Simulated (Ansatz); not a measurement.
# Structural relaxation of random alloy of the bcc Mo-W line, x = 0.2593 (54 atoms)

Wanted: the relaxed structure of random alloy of the bcc Mo-W line, x = 0.2593 (54 atoms) and its electronic structure.

Method: Kohn-Sham DFT, PBE, PAW (set soft_2), plane waves, in Ansatz 0.2.0.

## (1) Set-up

The cell holds 54 atoms: 40 Mo and 14 W. Cell: a = 9.499 Å, b = 9.499 Å, c = 9.499 Å, α = 90.0°, β = 90.0°, γ = 90.0°. It derives from Mo (bcc Mo-W) and W, repeated 3×3×3. Bcc Mo-W: 54 atoms, 14 of 54 Mo sites given to W at random, cell and internal coordinates interpolated linearly between the end members (Vegard's rule); not relaxed, displaced by a Gaussian of 0.02 Å. Lattice constants are starting values near those of PBE.

What the set-up can't give: The host structure and its lattice constant were typed by rule, without a check against the phase diagram. Spin–orbit coupling is left out, which matters for the levels of the heavy elements.

## (2) Single point at the start

A single point comes first, to see the forces before anything moves.

Contents of input.yaml:

```yaml
crystal:
  lattice:
    - [9.49875, 0.0, 0.0]
    - [0.0, 9.49875, 0.0]
    - [0.0, 0.0, 9.49875]
  atoms:
    - { symbol: Mo, position: [0.00342, 0.99871, 0.99889] }
    - { symbol: Mo, position: [0.16441, 0.16849, 0.16182] }
    - { symbol: Mo, position: [0.00367, 0.9984, 0.33401] }
    - { symbol: Mo, position: [0.16614, 0.16975, 0.49566] }
    - { symbol: W, position: [0.99932, 0.99919, 0.66905] }
    - { symbol: Mo, position: [0.16435, 0.1663, 0.83148] }
    - { symbol: Mo, position: [9.0e-05, 0.33456, 0.99768] }
    - { symbol: Mo, position: [0.16908, 0.5019, 0.16772] }
    - { symbol: W, position: [0.0019, 0.33189, 0.33307] }
    - { symbol: Mo, position: [0.1647, 0.49944, 0.50112] }
    - { symbol: Mo, position: [0.99854, 0.3325, 0.66522] }
    - { symbol: W, position: [0.16489, 0.49859, 0.83331] }
    - { symbol: Mo, position: [0.99765, 0.66716, 0.00349] }
    - { symbol: Mo, position: [0.16823, 0.83293, 0.1648] }
    - { symbol: Mo, position: [0.99843, 0.67023, 0.33344] }
    - { symbol: Mo, position: [0.16533, 0.83374, 0.50442] }
    - { symbol: Mo, position: [0.00025, 0.66797, 0.6673] }
    - { symbol: Mo, position: [0.16592, 0.83093, 0.8326] }
    - { symbol: Mo, position: [0.33289, 0.00124, 0.00177] }
    - { symbol: W, position: [0.50196, 0.16727, 0.16853] }
    - { symbol: W, position: [0.33174, 0.00264, 0.33441] }
    - { symbol: Mo, position: [0.49937, 0.1677, 0.49984] }
    - { symbol: Mo, position: [0.33572, 0.0032, 0.67127] }
    - { symbol: Mo, position: [0.49706, 0.16363, 0.83227] }
    - { symbol: W, position: [0.33367, 0.33518, 0.00066] }
    - { symbol: W, position: [0.49574, 0.49936, 0.16841] }
    - { symbol: Mo, position: [0.33382, 0.33494, 0.33287] }
    - { symbol: Mo, position: [0.49958, 0.50039, 0.50086] }
    - { symbol: W, position: [0.33375, 0.33358, 0.66525] }
    - { symbol: Mo, position: [0.50079, 0.50026, 0.83571] }
    - { symbol: Mo, position: [0.33586, 0.66706, 0.99921] }
    - { symbol: Mo, position: [0.49866, 0.83423, 0.16683] }
    - { symbol: Mo, position: [0.33261, 0.66676, 0.33203] }
    - { symbol: Mo, position: [0.50147, 0.83239, 0.50258] }
    - { symbol: W, position: [0.33418, 0.66792, 0.66436] }
    - { symbol: Mo, position: [0.50036, 0.83489, 0.83133] }
    - { symbol: Mo, position: [0.66611, 7.0e-05, 0.99711] }
    - { symbol: Mo, position: [0.834, 0.16845, 0.16486] }
    - { symbol: Mo, position: [0.6674, 0.99724, 0.33325] }
    - { symbol: Mo, position: [0.82993, 0.16903, 0.50086] }
    - { symbol: Mo, position: [0.66661, 0.99837, 0.66935] }
    - { symbol: Mo, position: [0.83748, 0.16275, 0.83594] }
    - { symbol: Mo, position: [0.67009, 0.33405, 0.99747] }
    - { symbol: Mo, position: [0.83515, 0.49962, 0.1654] }
    - { symbol: W, position: [0.66408, 0.33449, 0.335] }
    - { symbol: Mo, position: [0.83202, 0.5011, 0.49759] }
    - { symbol: W, position: [0.66836, 0.33343, 0.66627] }
    - { symbol: W, position: [0.83312, 0.50183, 0.83491] }
    - { symbol: W, position: [0.66778, 0.66696, 0.00016] }
    - { symbol: Mo, position: [0.83464, 0.83382, 0.1681] }
    - { symbol: Mo, position: [0.66601, 0.66154, 0.33552] }
    - { symbol: W, position: [0.83794, 0.83426, 0.49979] }
    - { symbol: Mo, position: [0.66638, 0.66642, 0.6667] }
    - { symbol: Mo, position: [0.83097, 0.83224, 0.83123] }
kpoints:
  mp_grid: { grid: [2, 2, 2] }
hamiltonian:
  xc: pbe
scf:
  occupations: { method: fermi_dirac, width: 0.1 }
output:
  forces: true
```

Launch:

```
$ ansatz run input.yaml --threads 6 --pin off --max-ram 76800MiB --backend cuda --events-out ev --progress --plain --runs-dir out
```

Numbers of over 12 decimals in the logs are rounded to 6 here.

The log of the run:

```text
Engine: ansatz 0.2.0, x86_64-unknown-linux-gnu
Pseudopotentials: kind: paw
Pseudopotential: Mo, paw, valence charge 14, recommended cutoff 420 eV (normal), Mo.paw.azcp
Pseudopotential: W, paw, valence charge 14, recommended cutoff 420 eV (normal), W.paw.azcp
Functional definition: PBE
  parameter kappa = 0.804
  parameter beta = 0.066725
  exchange = pbe_x(kappa = kappa, mu = beta*pi^2/3)
  correlation = pbe_c(beta = beta)
concurrent solve slots: 4 of 6 are kept, ahead of what memory takes: no pass of the eigensolver takes more rounds on 4
device memory: the entry about to start is reckoned to put 12.7 GiB on a device that reports 78.6 GiB free
GPU FFT provider: cuFFT
GPU libraries: cuBLAS 13.8.2, cuFFT 12.4.0, cuSOLVER 12.3.4
Crystal: 54 atoms, lattice volume = 857.037 Å³
Basis set: ecut = 420 eV, 16831 PW (Γ), exchange–correlation on 128×128×128 points (8 copies of the dense FFT grid, shifted against one another)
Bands: 454, of which v1, the nominal top of the filled ones, is band 378 counted from 1 (377 counted from 0)
Symmetry: 1 space group operations
Space group: P1 (ITA 1), of the structure as read, at distance tolerance 9.5e-5 Å
k-points: 8
Non-local potential: Mo, projectors of the file, l = 0: 3, l = 1: 2, l = 2: 2, l = 3: 1
Non-local potential: W, projectors of the file, l = 0: 3, l = 1: 2, l = 2: 2, l = 3: 1
PAW form: soft (Blöchl's): semilocal exchange-correlation on the pseudo side does not see the compensation charge
PAW one-centre angular grid: Mo, 590 points (default); XC on 64 Gauss nodes
PAW one-centre angular grid: W, 590 points (default); XC on 64 Gauss nodes
Initial density: superposition of atomic densities (neutral atoms: chi_scale 0, normalization atom), corrected by the library's trained network
Initial wavefunctions: pseudopotential atomic-orbital guess
GPU buffer pool allocated for 262144 grid points (all kernels)
GPU transforms: local potential and band sums: pruned to the plane-wave sphere, on 64×64×64
Functional: x = pbe(κ = 0.804, μ = 0.219515), c = pbe(β = 0.066725)
SCF iter   1: F=—  HF=-343629.365895 eV  |F-HF|=—  |Δ(HF+E_count)|=         —  Δρ=2.84e-3  dr2=1.41e-1  ethr=1.77e-3  ⟨swp⟩=4.4  Hψ=13318  notcnv=0
preconditioner: auto → Kerker (q_TF=auto, 2.672 Å⁻¹)  [metal: Δε(μ)=0.160 eV  Ē_g=4.399 eV  σ=0.100 eV  W_gap=0.36  n_scr=256 (ndim 8)  ℏωp=22.8 eV  f_vac=0.000  D(μ)=22.22/eV (n_scr^D=146)]
SCF iter   2: F=—  HF=-343629.355840 eV  |F-HF|=—  |Δ(HF+E_count)|=   1.01e-2  Δρ=1.58e-3  dr2=4.01e-2  ethr=1.87e-5  ⟨swp⟩=1.4  Hψ=4188  notcnv=0
SCF iter   3: F=—  HF=-343629.356956 eV  |F-HF|=—  |Δ(HF+E_count)|=   1.12e-3  Δρ=2.07e-4  dr2=5.05e-4  ethr=5.30e-6  ⟨swp⟩=2.0  Hψ=3810  notcnv=0
SCF iter   4: F=—  HF=-343629.353762 eV  |F-HF|=—  |Δ(HF+E_count)|=   3.19e-3  Δρ=4.32e-5  dr2=4.76e-5  ethr=6.68e-8  ⟨swp⟩=2.0  Hψ=4933  notcnv=0
SCF iter   5: F=—  HF=-343629.359028 eV  |F-HF|=—  |Δ(HF+E_count)|=   5.27e-3  Δρ=1.16e-5  dr2=2.37e-6  ethr=6.30e-9  ⟨swp⟩=2.2  Hψ=5004  notcnv=0
SCF iter   6: F=—  HF=-343629.359027 eV  |F-HF|=—  |Δ(HF+E_count)|=   2.70e-7  Δρ=2.45e-6  dr2=1.42e-7  ethr=3.13e-10  ⟨swp⟩=2.0  Hψ=5109  notcnv=0
SCF iter   7: F=-343629.359027 eV  HF=-343629.359027 eV  |F-HF|=5.53e-9  |Δ(HF+E_count)|=   1.41e-8  Δρ=5.20e-7  dr2=6.70e-9  ethr=1.32e-11  ⟨swp⟩=3.1  Hψ=9332  notcnv=0
SCF 1 converged in 7 iterations: F = -343629.359027 eV  dr2 = 6.70e-9
  greatest PAW one-centre occupation: 1.000 electrons in one spin orbital (limit 2), on the W atom at site 20 (counted from 0), in its partial waves of l = 0
SCF converged after 7 iterations
Free energy (F): -343629.359027 eV
Harris-Foulkes:  -343629.359027 eV  (|F-HF|=5.53e-9)
Internal energy: -343628.546269 eV  (E = F + TS)
E sigma→0 (E₀):  -343628.952648 eV
Entropy (-TS):   -0.812758 eV (-15.051 meV/atom)
Fermi energy:    21.230377 eV
--- Per-component energies (eV) ---
  E_band       = -3538.510767
  E_kinetic    = 23915.323207
  E_local      = -40220.066848  (includes V_loc(G=0)·N_el)
  E_nonlocal   = 5707.849228
  E_hartree    = 13529.646146
  E_xc         = -11074.975873
  E_vxc        = -12501.422302  (∫ρ·V_xc dr)
  E_paw        = -247919.997733  (= ΣΔE_a)
  E_vpaw       = -7499.489218  (= ΣTr[D̂ρ^β])
  E_aug_tail   = 0.000840  (compensation charges beyond the density's cutoff)
  E_ewald      = -87566.325235
  E_smearing   = -0.812758  (= −TS)
  E_closure    = 0.000000  (closes the sum)
  Σ components = -343629.359027   (vs F -343629.359027, Δ=0.00e0)
--- Forces (eV/Å), atoms counted from 1 ---
  atom   1  Mo    -0.43268224     0.04722224     0.20642574
  atom   2  Mo     0.38430611    -0.22697931     0.47715354
  atom   3  Mo    -0.45961533     0.34486139    -0.13251039
  atom   4  Mo     0.01478954    -0.48328363     0.50295356
  atom   5  W      0.20068425     0.17791502    -0.33551548
  atom   6  Mo     0.37766217     0.05393891     0.01264867
  atom   7  Mo     0.12198144    -0.11179422     0.31954874
  atom   8  Mo    -0.41738461    -0.08161171    -0.09866054
  atom   9  W     -0.41479843     0.33288053    -0.22385391
  atom  10  Mo     0.17799282     0.21604783    -0.15259408
  atom  11  Mo     0.13056589     0.16771296     0.11519294
  atom  12  W      0.17450286     0.25649232    -0.03512701
  atom  13  Mo     0.44059880    -0.00896487    -0.41552341
  atom  14  Mo    -0.11682837     0.18632387     0.29922546
[...]
atom  53  Mo     0.11482234     0.01268770     0.03801984
  atom  54  Mo     0.25756786     0.04753366     0.37110169
  max |Σ_I F_I| component: 1.10e-5 eV/Å
```

Wall time 3.9 s (1 × NVIDIA H100 80GB HBM3 with 6 threads of AMD EPYC 7R13 (Zen 3), shared host); peak memory 1.2 GiB.

That memory is the host's; the program planned up to 12.7 GiB on the GPU.

Read from the output:

```yaml
free_energy: -343629.3590 eV
free_energy_per_atom: -6363.5066 eV/atom
scf_cycles: 7
r_m_s_force_component: 0.2919 eV/Å
longest_force: 0.952 eV/Å
fermi_energy: 21.23 eV
```

The r.m.s. force component of 0.29 eV/Å sets the starting point.

Length of the force by element:

```csv
element,coordination,atoms,mean length of the force (eV/Å),spread,least,most
Mo,all,40,0.460,0.203,0.0889,0.952
W,all,14,0.487,0.168,0.293,0.846
```

## (3) Cell and atoms relaxed

The cell is relaxed with the atoms, since the starting lattice needn't suit this functional.

input.yaml, as its differences from that of step 2:

```diff
@@ -15 +15,5 @@
   forces: true
+relax:
+  f_tol: 0.04
+  max_steps: 150
+  cell: {}
```

The log of the run:

```text
[...]
GPU FFT provider: cuFFT
GPU libraries: cuBLAS 13.8.2, cuFFT 12.4.0, cuSOLVER 12.3.4
Crystal: 54 atoms, lattice volume = 857.037 Å³
Basis set: ecut = 420 eV, 16831 PW (Γ), exchange–correlation on 128×128×128 points (8 copies of the dense FFT grid, shifted against one another)
Bands: 454, of which v1, the nominal top of the filled ones, is band 378 counted from 1 (377 counted from 0)
Symmetry: 1 space group operations
[...]
k-points: 8
[...]
GPU buffer pool allocated for 262144 grid points (all kernels)
[...]
SCF iter   1: F=—  HF=-343629.365895 eV  |F-HF|=—  |Δ(HF+E_count)|=         —  Δρ=2.84e-3  dr2=1.41e-1  ethr=1.77e-3  ⟨swp⟩=4.4  Hψ=13318  notcnv=0
[...]
SCF iter   7: F=-343629.359027 eV  HF=-343629.359027 eV  |F-HF|=5.59e-9  |Δ(HF+E_count)|=   1.37e-8  Δρ=5.18e-7  dr2=6.66e-9  ethr=1.32e-11  ⟨swp⟩=3.1  Hψ=9332  notcnv=0
SCF 1 converged in 7 iterations: F = -343629.359027 eV  dr2 = 6.66e-9
[...]
relax step   1: F+E_penalty+E_count = -343629.35902738 eV  Δ(F+E_penalty+E_count) = +0.000e0 eV  max|allowed force component| = 8.067e-1 eV/Å  Δτ_max = 0.0000 Å  P = +0.216 GPa  Ω = 857.037 Å³  (7 SCF iters, dr2 threshold 1.00e-7 eV, accepted)
[...]
relax step   2: F+E_penalty+E_count = -343628.05988096 eV  Δ(F+E_penalty+E_count) = +1.299e0 eV  max|allowed force component| = 1.581e0 eV/Å  Δτ_max = 0.1948 Å  P = +1.681 GPa  Ω = 853.861 Å³  energy of the carried Pulay correction = +1.081e-3 eV  (6 SCF iters, dr2 threshold 5.40e-6 eV, rejected (line search))
[...]
relax step   3: F+E_penalty+E_count = -343629.76112328 eV  Δ(F+E_penalty+E_count) = -4.021e-1 eV  max|allowed force component| = 2.432e-2 eV/Å  Δτ_max = 0.0584 Å  P = +0.122 GPa  Ω = 856.635 Å³  energy of the carried Pulay correction = +1.366e-4 eV  (9 SCF iters, accepted)
[...]
relax step   4: F+E_penalty+E_count = -343629.76144913 eV  Δ(F+E_penalty+E_count) = -3.258e-4 eV  max|allowed force component| = 1.934e-3 eV/Å  Δτ_max = 0.0021 Å  P = -0.038 GPa  Ω = 857.142 Å³  energy of the carried Pulay correction = -3.568e-5 eV  (6 SCF iters, dr2 threshold 7.02e-8 eV, accepted)
[...]
relax step   5: F+E_penalty+E_count = -343629.76151331 eV  Δ(F+E_penalty+E_count) = -6.418e-5 eV  max|allowed force component| = 2.704e-4 eV/Å  Δτ_max = 0.0001 Å  P = -0.000 GPa  Ω = 857.023 Å³  energy of the carried Pulay correction = +4.473e-6 eV  (8 SCF iters, accepted)
[...]
relax step   6: F+E_penalty+E_count = -343629.76151331 eV  Δ(F+E_penalty+E_count) = -5.821e-11 eV  max|allowed force component| = 2.704e-4 eV/Å  Δτ_max = 0.0000 Å  P = -0.000 GPa  Ω = 857.023 Å³  stress off target by 1.34e-3 GPa  SCF on the basis re-selected at this cell (its energy is not comparable with the rows above)  (7 SCF iters)
basis re-selected at this cell: Δ(F+E_penalty+E_count) = -5.821e-11 eV, ΔP = -0.000 GPa vs the last step (what re-selecting the basis moved, of the pressure what is left beyond the Pulay correction that the steps carried, after the strain that the cell walked since its last selection, [...]
SCF converged after 7 iterations
Free energy (F): -343629.761513 eV
[...]
Internal energy: -343628.962694 eV  (E = F + TS)
E sigma→0 (E₀):  -343629.362104 eV
Entropy (-TS):   -0.798819 eV (-14.793 meV/atom)
Fermi energy:    21.236228 eV
[...]
--- Forces (eV/Å), atoms counted from 1 ---
  atom   1  Mo    -0.00014327    -0.00010211    -0.00001046
  atom   2  Mo     0.00007136     0.00003615    -0.00004449
  atom   3  Mo    -0.00006960     0.00003315     0.00002808
  atom   4  Mo     0.00000677     0.00006616     0.00011319
  atom   5  W     -0.00020087    -0.00011709     0.00003622
  atom   6  Mo     0.00005643     0.00000072    -0.00002987
  atom   7  Mo    -0.00001556    -0.00003415    -0.00000690
  atom   8  Mo    -0.00002951    -0.00005271     0.00009736
  atom   9  W     -0.00008036    -0.00002539     0.00000170
  atom  10  Mo     0.00009516     0.00003931     0.00000572
  atom  11  Mo    -0.00004370    -0.00010109    -0.00009920
  atom  12  W      0.00000152    -0.00014448    -0.00001061
  atom  13  Mo    -0.00011760     0.00007513    -0.00000176
  atom  14  Mo     0.00011353    -0.00001741     0.00004130
[...]
atom  53  Mo     0.00000130     0.00000875    -0.00012829
  atom  54  Mo     0.00009784    -0.00001267    -0.00006232
  max |Σ_I F_I| component: 4.70e-7 eV/Å
--- Stress (GPa, compression-positive) ---
       -0.000493      -0.000520       0.000379
       -0.000520      -0.000073       0.000672
        0.000379       0.000672      -0.000313
  P = ⅓ Tr σ = -0.0003 GPa (-0.003 kbar)
--- Band table (eV; the first three rows and the last of 8) ---
[...]
--- Relaxed structure (5 steps of the walk, 4 accepted, 1 SCFs on fresh bases) ---
  F+E_penalty+E_count = -343629.76151331 eV   max|allowed force component| = 2.704e-4 eV/Å   (the final SCF, on the basis selected at the relaxed cell)
  cell:  # Å, volume = 857.0234 Å³
    - [9.498671, 0.000137924, 0.000213757]
    - [0.000137924, 9.498512, 5.656177796730912e-5]
    - [0.000213757, 5.656177796730912e-5, 9.498921]
  atoms:
    - { symbol: Mo, position: [-1.8298298997275106e-5, 0.999993, 0.999980] }
    - { symbol: Mo, position: [0.166573, 0.166573, 0.166759] }
    - { symbol: Mo, position: [9.106719638874755e-5, 1.000107, 0.333248] }
    - { symbol: Mo, position: [0.166739, 0.166762, 0.500048] }
[...]
- { symbol: Mo, position: [0.833414, 0.833635, 0.833342] }
```

Run time: 11 s. Hardware: 1 × NVIDIA H100 80GB HBM3 with 6 threads; peak memory 1.3 GiB.

That memory is the host's; the program planned up to 12.7 GiB on the GPU.

The program notes that the band table was not solved further than the SCF left it.

Relaxation path:

```csv
step,energy less that of the first step (eV),largest force component (eV/Å),pressure (GPa),volume (Å³)
1,0.0000,0.8067,0.22,857.04
2,1.2991,1.5815,1.68,853.86
3,-0.4021,0.0243,0.12,856.63
4,-0.4024,0.0019,-0.04,857.14
5,-0.4025,0.0003,0.00,857.02
6*,-0.4025,0.0003,0.00,857.02
```

Relaxation steps marked * repeat the geometry before them on a plane-wave basis chosen anew for their cell, so energy and pressure can jump there. Relaxation step 2 was tried and not accepted.

```csv
cell as run,before,after,change
a (Å),9.499,9.499,-0.0 %
b (Å),9.499,9.499,-0.0 %
c (Å),9.499,9.499,+0.0 %
volume (Å³/atom),15.87,15.87,-0.0 %
```

The atoms that moved most (Å, as changes of fractional coordinates times the final cell):

```csv
atom,dx,dy,dz,length
Mo42,-0.038,0.039,-0.023,0.059
Mo23,-0.023,-0.031,-0.043,0.058
Mo51,0.008,0.053,-0.022,0.058
Mo2,0.021,-0.018,0.047,0.054
Mo4,0.006,-0.028,0.042,0.051
W52,-0.044,-0.007,0.000,0.044
Mo16,0.012,-0.001,-0.043,0.044
Mo40,0.034,-0.024,-0.008,0.043
```

The relaxation changed the energy by -7.45 meV/atom, and atoms moved by 0.031 Å r.m.s., 0.059 Å at most.

## (4) Local order after relaxation

Density 12.4 g/cm³, 15.87 Å³ an atom.

Pair distribution functions g(r), in bins of 0.1 Å:

```csv
r (Å),total,Mo-Mo,Mo-W,W-W
2.65,0.00,0.00,0.00,0.00
2.75,13.60,13.30,14.40,11.20
2.85,0.00,0.00,0.00,0.00
2.95,0.00,0.00,0.00,0.00
3.05,0.00,0.00,0.00,0.00
3.15,7.52,7.19,8.46,4.83
3.25,0.00,0.00,0.00,0.00
3.35,0.00,0.00,0.00,0.00
3.45,0.00,0.00,0.00,0.00
3.55,0.00,0.00,0.00,0.00
3.65,0.00,0.00,0.00,0.00
3.75,0.00,0.00,0.00,0.00
3.85,0.00,0.00,0.00,0.00
3.95,0.00,0.00,0.00,0.00
4.05,0.00,0.00,0.00,0.00
4.15,0.00,0.00,0.00,0.00
4.25,0.00,0.00,0.00,0.00
4.35,0.00,0.00,0.00,0.00
4.45,7.57,7.71,7.18,8.69
4.55,0.00,0.00,0.00,0.00
4.65,0.00,0.00,0.00,0.00
4.75,0.00,0.00,0.00,0.00
4.85,0.00,0.00,0.00,0.00
4.95,0.00,0.00,0.00,0.00
5.05,0.00,0.00,0.00,0.00
5.15,0.00,0.00,0.00,0.00
5.25,11.00,11.20,10.40,12.60
5.35,0.00,0.00,0.00,0.00
5.45,3.37,3.36,3.41,3.25
5.55,0.00,0.00,0.00,0.00
5.65,0.00,0.00,0.00,0.00
5.75,0.00,0.00,0.00,0.00
5.85,0.00,0.00,0.00,0.00
5.95,0.00,0.00,0.00,0.00
6.05,0.00,0.00,0.00,0.00
6.15,0.00,0.00,0.00,0.00
6.25,0.00,0.00,0.00,0.00
6.35,1.89,1.81,2.13,1.22
6.45,0.00,0.00,0.00,0.00
6.55,0.00,0.00,0.00,0.00
6.65,0.00,0.00,0.00,0.00
6.75,0.00,0.00,0.00,0.00
6.85,2.85,2.76,3.22,1.47
6.95,3.51,3.18,4.34,1.45
```

(Part 1 of 2 ends here.)

[Logs are printed without paths, hosts, clocks, repeated set-up lines and the standing remarks that a program may print on its own settings, such as how far it seeks lower states.]

[Hosts, paths, dates, database ids (printed as entryN), source tags and the programs' standing remarks are cut or masked in the printed files.]
